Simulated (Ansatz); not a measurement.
# Dielectric function and optical constants of MnF2

Wanted: where MnF2 starts to absorb, how strongly, and its refractive index.

Program: Ansatz 0.2.0. Level of theory: DFT, PBE+U, plane-wave PAW, default files, scalar-relativistic, independent-particle optical response without local fields. Values are calculated unless marked as measured.

## Step 1: The structure

It takes space group P4_2/mnm (No. 136, tetragonal). The conventional cell has a = 4.874 Å, b = 4.874 Å, c = 3.311 Å, α = 90.00°, β = 90.00°, γ = 90.00°. Nearest to Mn lie 6 F at 2.10 to 2.13 Å. Nearest to F lie 3 Mn at 2.10 to 2.13 Å. Farther neighbours, and contacts between anions beyond the nearest, are not listed.

## Step 2: Ground state and bands

First the ground state: is it a metal or has it a gap?

This step: DFT, PBE+U, plane-wave PAW, default files, scalar-relativistic, ground state (Ansatz 0.2.0).

The input, input.yaml:

```yaml
crystal:
  lattice:
    - [4.8738, 0.0, 0.0]
    - [0.0, 4.8738, 0.0]
    - [0.0, 0.0, 3.3107]
  atoms:
    - { symbol: Mn, position: [0.5, 0.5, 0.5], spin: 4.0 }
    - { symbol: Mn, position: [0.0, 0.0, 0.0], spin: -4.0 }
    - { symbol: F, position: [0.8053, 0.1947, 0.5] }
    - { symbol: F, position: [0.6947, 0.6947, 0.0] }
    - { symbol: F, position: [0.1947, 0.8053, 0.5] }
    - { symbol: F, position: [0.3053, 0.3053, 0.0] }
magnetization:
  spin_polarized: true
kpoints:
  mp_grid: { grid: [5, 5, 7] }
  band_path:
    path:
      - [[0.0, 0.0, 0.0], [0.0, 0.5, 0.0], [0.5, 0.5, 0.0], [0.0, 0.0, 0.0], [0.0, 0.0, 0.5], [0.0, 0.5, 0.5], [0.5, 0.5, 0.5], [0.0, 0.0, 0.5]]
      - [[0.0, 0.5, 0.0], [0.0, 0.5, 0.5]]
      - [[0.5, 0.5, 0.0], [0.5, 0.5, 0.5]]
    npoints: 7
scf:
  occupations: { method: fermi_dirac, width: 0.05 }
  n_extra_bands: 10
hamiltonian:
  xc: pbe
  pseudopotentials: { kind: paw }
  hubbard: [{ species: Mn, l: d, u_eff: 3.9 }]
output:
  forces: true
  stress: true
  populations: true
  write_bands: true
  write_density: true
  write_potential: true
  elf: true
  volumetric_format: npy
```

Started as:

```bash
> ansatz run input.yaml --threads 4 --pin off --max-ram 8192MiB --backend cpu --events-out ev --progress --plain --runs-dir out
```

The program printed:

```text
Mn: projections on atomic orbitals take those of the free atom [Ne] 3s2 3p6 3d5 4s2, of charge +0.00 (hamiltonian.pseudopotentials.projection_atoms); the dataset's partial waves leave at most 9.0e-7 of an orbital's norm unspanned inside its sphere
F: projections on atomic orbitals take those of the free atom [He] 2s2 2p5, of charge +0.00 (hamiltonian.pseudopotentials.projection_atoms); the dataset's partial waves leave at most 1.6e-8 of an orbital's norm unspanned inside its sphere
scf.n_extra_bands = 10 over 29 filled bands (N_el = 58.0): the run solves 39 bands
Engine: ansatz 0.2.0, aarch64-unknown-linux-gnu
Pseudopotentials: kind: paw
Pseudopotential: Mn, paw, valence charge 15, recommended cutoff 420 eV (normal), Mn.paw.azcp
Pseudopotential: F, paw, valence charge 7, recommended cutoff 420 eV (normal), F.paw.azcp
Functional definition: PBE
  parameter kappa = 0.804
  parameter beta = 0.066725
  exchange = pbe_x(kappa = kappa, mu = beta*pi^2/3)
  correlation = pbe_c(beta = beta)
Crystal: 6 atoms, lattice volume = 78.642 Å³
Basis set: ecut = 420 eV, 1519 PW (Γ), exchange–correlation on 72×72×48 points (8 copies of the dense FFT grid, shifted against one another)
Bands: 39, of which v1, the nominal top of the filled ones, is band 29 counted from 1 (28 counted from 0)
Symmetry: 8 space group operations
Space group: Cmmm (ITA 65), of the structure as read, at distance tolerance 4.3e-5 Å
Magnetic group: BNS 136.498 (UNI 1158), of the structure as read, at distance tolerance 4.3e-5 Å
k-points: 36 of 175
Non-local potential: Mn, projectors of the file, l = 0: 3, l = 1: 2, l = 2: 3, l = 3: 1
Non-local potential: F, projectors of the file, l = 0: 2, l = 1: 2, l = 2: 1
PAW form: soft (Blöchl's): semilocal exchange-correlation on the pseudo side does not see the compensation charge
PAW one-centre angular grid: Mn, 590 points (default); XC on 64 Gauss nodes
PAW one-centre angular grid: F, 110 points (default); XC on 64 Gauss nodes
Initial density: superposition of atomic densities (chi_scale 0.1, normalization cell, long waves kept (reshape's long-wave potential 0.01 eV rms))
Starting moments: Σ|m| = 8 μB on 2 of 6 sites
Starting magnetic order: altermagnet, d-wave, planar spin-momentum locking; spin-degenerate planes through Γ normal to [0 1 0], [1 0 0] of the run's lattice
Initial wavefunctions: pseudopotential atomic-orbital guess
Functional: x = pbe(κ = 0.804, μ = 0.219515), c = pbe(β = 0.066725)
SCF iter   1: F=—  HF=-11057.834752 eV  |F-HF|=—  |Δ(HF+E_count)|=         —  Δρ=4.15e-1 (↑4.15e-1 ↓4.15e-1)  dr2=4.55e2  dr2_m=1.91e1  M=0.000 μB ∫|m|=2.558 μB  β_m=0.30  ethr=3.10e-3  ⟨swp⟩=5.8  Hψ=10466  notcnv=0  defer=2
preconditioner: auto → Kerker (q_TF=auto, 2.593 Å⁻¹)  [metal: Δε(μ)=0.014 eV  Ē_g=12.116 eV  σ=0.050 eV  W_gap=0.07  n_scr=22 (ndim 8)  ℏωp=27.1 eV  f_vac=0.063  D(μ)=9.14/eV (n_scr^D=128)]
spin=Collinear: Kerker preconditioning applied to the charge; magnetization (m = ρ↑ − ρ↓) channel mixes plain (no charge-response kernel on spin).
SCF iter   2: F=—  HF=-11033.567032 eV  |F-HF|=—  |Δ(HF+E_count)|=    2.43e1  Δρ=1.33e-1 (↑1.33e-1 ↓1.33e-1)  dr2=1.49e1  dr2_m=6.08e0  M=0.000 μB ∫|m|=9.650 μB  β_m=1.00  ethr=3.10e-3  ⟨swp⟩=4.0  Hψ=8379  notcnv=0  defer=82
preconditioner: auto → Resta (q_TF=auto, 2.593 Å⁻¹)  ε∞=4.3  [insulator: Δε(μ)=2.113 eV  Ē_g=15.019 eV  σ=0.050 eV  W_gap=1.00  n_scr=22 (ndim 8)  ℏωp=27.1 eV  f_vac=0.033  D(μ)=0.00/eV (n_scr^D=0)  ε∞_Penn≈4.3]
spin=Collinear: Resta preconditioning applied to the charge; magnetization (m = ρ↑ − ρ↓) channel mixes plain (no charge-response kernel on spin).
SCF iter   3: F=—  HF=-11030.522289 eV  |F-HF|=—  |Δ(HF+E_count)|=    3.04e0  Δρ=5.20e-2 (↑5.20e-2 ↓5.20e-2)  dr2=4.40e0  dr2_m=3.61e-2  M=0.000 μB ∫|m|=9.722 μB  β_m=1.00  ethr=3.10e-3  ⟨swp⟩=3.9  Hψ=6336  notcnv=0  defer=202
SCF iter   4: F=—  HF=-11031.281805 eV  |F-HF|=—  |Δ(HF+E_count)|=   7.60e-1  Δρ=1.56e-2 (↑1.56e-2 ↓1.56e-2)  dr2=2.05e-1  dr2_m=6.23e-2  M=0.000 μB ∫|m|=9.688 μB  β_m=0.30  ethr=3.10e-3  ⟨swp⟩=3.1  Hψ=6282  notcnv=0  defer=232
Mixer restart at iter 4: flushing history
spin-set hold released at iteration 4 (site moments contracting): the magnetisation degrees of freedom join the quasi-Newton model from the next iteration; the mixer history was flushed
SCF iter   5: F=—  HF=-11032.163204 eV  |F-HF|=—  |Δ(HF+E_count)|=   8.81e-1  Δρ=1.05e-2 (↑1.05e-2 ↓1.05e-2)  dr2=9.02e-2  dr2_m=3.78e-2  M=0.000 μB ∫|m|=9.711 μB  β_m=0.65  ethr=3.53e-4  ⟨swp⟩=2.5  Hψ=3928  notcnv=0  defer=220
SCF iter   6: F=—  HF=-11033.112600 eV  |F-HF|=—  |Δ(HF+E_count)|=   9.49e-1  Δρ=5.16e-3 (↑5.16e-3 ↓5.16e-3)  dr2=3.41e-2  dr2_m=2.70e-3  M=0.000 μB ∫|m|=9.739 μB  β_m=0.59  ethr=1.55e-4  ⟨swp⟩=3.0  Hψ=5648  notcnv=0  defer=220
SCF iter   7: F=—  HF=-11033.106840 eV  |F-HF|=—  |Δ(HF+E_count)|=   5.76e-3  Δρ=9.83e-4 (↑9.83e-4 ↓9.83e-4)  dr2=2.40e-3  dr2_m=1.75e-4  M=0.000 μB ∫|m|=9.744 μB  β_m=0.78  ethr=5.88e-5  ⟨swp⟩=2.9  Hψ=5428  notcnv=0  defer=198
SCF iter   8: F=—  HF=-11033.109811 eV  |F-HF|=—  |Δ(HF+E_count)|=   2.97e-3  Δρ=2.82e-4 (↑2.82e-4 ↓2.82e-4)  dr2=3.23e-4  dr2_m=9.88e-6  M=0.000 μB ∫|m|=9.743 μB  β_m=0.89  ethr=4.13e-6  ⟨swp⟩=2.0  Hψ=4232  notcnv=0  defer=198
SCF iter   9: F=—  HF=-11033.110251 eV  |F-HF|=—  |Δ(HF+E_count)|=   4.40e-4  Δρ=9.11e-5 (↑9.11e-5 ↓9.09e-5)  dr2=1.94e-5  dr2_m=2.75e-6  M=0.000 μB ∫|m|=9.743 μB  β_m=0.95  ethr=5.57e-7  ⟨swp⟩=2.0  Hψ=3830  notcnv=0  defer=198
SCF iter  10: F=—  HF=-11033.110277 eV  |F-HF|=—  |Δ(HF+E_count)|=   2.51e-5  Δρ=5.02e-5 (↑5.02e-5 ↓5.01e-5)  dr2=4.80e-6  dr2_m=1.83e-7  M=0.000 μB ∫|m|=9.743 μB  β_m=0.82  ethr=3.35e-8  ⟨swp⟩=2.0  Hψ=4558  notcnv=0  defer=198
SCF iter  11: F=—  HF=-11033.110276 eV  |F-HF|=—  |Δ(HF+E_count)|=   6.08e-7  Δρ=1.57e-5 (↑1.57e-5 ↓1.56e-5)  dr2=3.49e-7  dr2_m=5.47e-8  M=0.000 μB ∫|m|=9.743 μB  β_m=0.91  ethr=8.28e-9  ⟨swp⟩=2.1  Hψ=4573  notcnv=0  defer=198
SCF iter  12: F=-11033.110276 eV  HF=-11033.110276 eV  |F-HF|=2.42e-8  |Δ(HF+E_count)|=   2.41e-7  Δρ=2.30e-6 (↑2.30e-6 ↓2.30e-6)  dr2=1.85e-8  dr2_m=4.02e-11  M=0.000 μB ∫|m|=9.743 μB  ethr=1.72e-10  ⟨swp⟩=13.4  Hψ=18980  notcnv=0
SCF 1 converged in 12 iterations: F = -11033.110276 eV  dr2 = 1.85e-8
  greatest PAW one-centre occupation: 1.004 electrons in one spin orbital (limit 2), on the Mn atom at site 1 (counted from 0), in its partial waves of l = 1
NSCF: frozen V_eff on 66 k-points
SCF converged after 12 iterations
Magnetization: 0.0000 μB (29.0000 up, 29.0000 down)
Absolute magnetization: 9.7453 μB (∫|ρ↑−ρ↓|, with the PAW one-centre terms)
Spin contamination: 4.9839 ħ² per cell (⟨S²⟩ above its minimum at these occupations)
Per-site moments (μB) at R_I (Å): [(4.224356, 0.868027), (-4.224355, 0.868027), (-0.021662, 0.868027), (0.021662, 0.868027), (-0.021662, 0.868027), (0.021662, 0.868027)]
Free energy (F): -11033.110276 eV
Harris-Foulkes:  -11033.110276 eV  (|F-HF|=2.42e-8)
Internal energy: -11033.110276 eV  (E = F + TS)
E sigma→0 (E₀):  -11033.110276 eV
Fermi energy:    7.200693 eV
--- Per-component energies (eV) ---
  E_band       = -836.439099
  E_kinetic    = 1422.232453
  E_local      = -7229.680502  (includes V_loc(G=0)·N_el)
  E_nonlocal   = 808.159930
  E_hartree    = 2880.653515
  E_xc         = -538.572436
  E_vxc        = -689.205047  (∫ρ·V_xc dr)
  E_hubbard    = 0.814742  (on-site DFT+U / exact-exchange correction)
  E_vhub       = -18.620207  (the Hubbard potential's part of the band-sum identity)
  E_paw        = -3421.718595  (= ΣΔE_a)
  E_vpaw       = -890.638702  (= ΣTr[D̂ρ^β])
  E_aug_tail   = 0.008184  (compensation charges beyond the density's cutoff)
  E_ewald      = -4955.007567
  E_smearing   = -0.000000  (= −TS)
  E_closure    = -0.000000  (closes the sum)
  Σ components = -11033.110276   (vs F -11033.110276, Δ=0.00e0)
--- Forces (eV/Å), atoms counted from 1 ---
  atom   1  Mn     0.00000000     0.00000000     0.00000000
  atom   2  Mn    -0.00000000    -0.00000000     0.00000000
  atom   3  F     -0.05273045     0.05273045     0.00000000
  atom   4  F      0.05273109     0.05273109     0.00000000
  atom   5  F      0.05273045    -0.05273045     0.00000000
  atom   6  F     -0.05273109    -0.05273109     0.00000000
  max |Σ_I F_I| component: 6.94e-18 eV/Å
--- Stress (GPa, compression-positive) ---
        5.111306       0.000001       0.000000
        0.000001       5.111306       0.000000
        0.000000       0.000000       5.861841
  P = ⅓ Tr σ = 5.3615 GPa (53.615 kbar)
--- Band table (eV; the first three rows and the last of 72) ---
  k-point 0 ↑: bands = [... 25 lower, 3.2826, 3.6879, 4.8176, 5.2765, 8.9343, 10.9150, 11.4169, 11.4270, ... 6 higher]
  k-point 1 ↑: bands = [... 25 lower, 3.5025, 3.6436, 4.8065, 5.0748, 9.4641, 11.0281, 11.3762, 11.3835, ... 6 higher]
  k-point 2 ↑: bands = [... 25 lower, 3.5842, 3.8007, 4.7386, 4.7974, 10.6978, 11.2832, 11.2883, 11.2987, ... 6 higher]
  k-point 35 ↓: bands = [... 25 lower, 3.4746, 3.7591, 4.5156, 5.0358, 11.1995, 11.2140, 11.4111, 11.7689, ... 6 higher]
Occupation matrices written to <dir>
--- Löwdin populations: 6 sites ---
  site symbol       q [e]    m [muB]
     0     Mn     13.5563     4.7848
     1     Mn     13.5563    -4.7848
     2      F      7.6732    -0.0271
     3      F      7.6732     0.0271
     4      F      7.6732    -0.0271
     5      F      7.6732     0.0271
  spilling = 0.003356 (of n_electrons = 58.000000)
```

The job ended after 9.3 s (4 threads of Arm Neoverse V1, shared host; peak memory 0.56 GiB).

Numbers from this step:

```
free energy            : -11033.1103 eV
Fermi energy           : 7.201 eV
gap by band count      : 3.623 eV
absolute magnetization : 9.745 μB
site moments           : 4.224, -4.224, -0.02166, 0.02166, -0.02166, 0.02166 μB
electrons              : 58
symmetry operations    : 8
pressure               : 5.361 GPa
gap on the k-mesh      : 3.623 eV
volume                 : 78.64 Å³
gap on the path        : 3.620 eV
```

There is a gap, 3.62 eV on the path, so no carriers' term is needed. The cell is left with a pressure of 5.4 GPa and forces up to 0.07 eV/Å, as it stands unrelaxed at this level.

Both spins together. Electronic bands along the path, in eV, zero at the Fermi level; v1 is the highest filled band, c1 the lowest empty one:

```
          point     v4     v3     v2     v1    c1    c2    c3    c4
              Γ  -2.38  -2.38  -1.92  -1.92  1.73  1.73  3.71  3.71
0.57 of the way  -2.17  -2.17  -1.90  -1.90  2.61  2.61  3.75  3.75
              X  -2.05  -2.05  -1.89  -1.89  3.65  3.65  3.81  3.81
0.57 of the way  -2.42  -2.42  -1.91  -1.91  3.64  3.64  3.90  3.90
              M  -2.68  -2.68  -1.93  -1.93  3.66  3.66  3.93  3.93
0.43 of the way  -2.48  -2.20  -1.93  -1.89  3.13  3.31  3.73  3.83
              Γ  -2.38  -2.38  -1.92  -1.92  1.73  1.73  3.71  3.71
0.43 of the way  -2.40  -2.40  -2.30  -2.30  2.84  2.84  3.94  3.94
              Z  -2.65  -2.65  -2.38  -2.38  4.00  4.00  4.03  4.03
0.43 of the way  -2.70  -2.70  -2.22  -2.22  3.99  3.99  4.02  4.02
              R  -2.76  -2.76  -1.98  -1.98  3.97  3.97  4.01  4.01
0.43 of the way  -2.73  -2.73  -2.03  -2.03  3.98  3.98  4.01  4.01
              A  -2.68  -2.68  -2.12  -2.12  3.99  3.99  4.01  4.01
0.57 of the way  -2.76  -2.66  -2.27  -2.03  3.98  3.99  4.00  4.03
              Z  -2.65  -2.65  -2.38  -2.38  4.00  4.00  4.03  4.03
      jump to X  -2.05  -2.05  -1.89  -1.89  3.65  3.65  3.81  3.81
0.43 of the way  -2.35  -2.35  -2.05  -2.05  3.94  3.94  4.11  4.11
              R  -2.76  -2.76  -1.98  -1.98  3.97  3.97  4.01  4.01
      jump to M  -2.68  -2.68  -1.93  -1.93  3.66  3.66  3.93  3.93
0.57 of the way  -2.41  -2.41  -2.33  -2.33  4.08  4.08  4.08  4.08
              A  -2.68  -2.68  -2.12  -2.12  3.99  3.99  4.01  4.01
```

Spin density in the ab plane at fractional z = 0.000, with atoms of Mn and F within 0.2 Å of it.

Ten even steps from '_' (-8.0 e/Å³) to '@' (0.1 e/Å³), each cell a mean:
```
--##@@@@@@@@@@@@@@@@@@@@%%++
%%@@@@@@@@@@@@@@@@@@@@@@@@%%
@@@@@@@@@@@@@@@@@@@@@@@@@@@@
@@@@@@@@@@@@@@@@@@@@@@@@@@@@
@@@@@@@@@@@@@@@@@@@@@@@@@@@@
@@@@@@@@@@@@@@@@@@@@@@@@@@@@
@@@@@@@@@@@@@@@@@@@@@@@@@@@@
@@@@@@@@@@@@@@@@@@@@@@@@@@@@
@@@@@@@@@@@@@@@@@@@@@@@@@@@@
@@@@@@@@@@@@@@@@@@@@@@@@@@@@
@@@@@@@@@@@@@@@@@@@@@@@@@@@@
**%%@@@@@@@@@@@@@@@@@@@@@@##
__++@@@@@@@@@@@@@@@@@@@@%%--
```
Atoms in or near the plane, at fractional coordinates: Mn at (0.00, 0.00), F at (0.69, 0.69), F at (0.31, 0.31).

ELF in the ab plane at fractional z = 0.000, with atoms of Mn and F within 0.2 Å of it. It is the smooth field of the valence electrons, not physical close to the nuclei.

Ten even steps from '_' (0.01) to '@' (0.87), each cell a mean:
```
@@##--..________..::....==%%
++--..________--**##**::..==
....________..++%%@@%%##--..
____________::**@@****%%**..
____________..++%%##%%@@**::
______..::..__::**%%%%##==..
__..==**##++::__..--==--..__
__--##@@%%%%**::____________
__==%%%%**%%%%==____________
__::##%%##%%%%==____________
--..--##%%%%**::________..::
##++::::====::________..--**
@@##--..______________::++@@
```
Atoms in or near the plane, at fractional coordinates: Mn at (0.00, 0.00), F at (0.69, 0.69), F at (0.31, 0.31).

(Continued in part 2 of 2.)

[Long decimals in the printed logs are rounded to 6 places.]

[Logs are printed without paths, hosts, clocks, repeated set-up lines and the standing remarks that a program may print on its own settings, such as how far it seeks lower states.]

[Hosts, paths, dates, database ids (printed as entryN), source tags and the programs' standing remarks are cut or masked in the printed files.]

[Where the starting crystal was built by hand or by swapping elements, it need not be the compound's stable phase.]

[The count of steps not shown may lack steps that the program refused or didn't finish.]
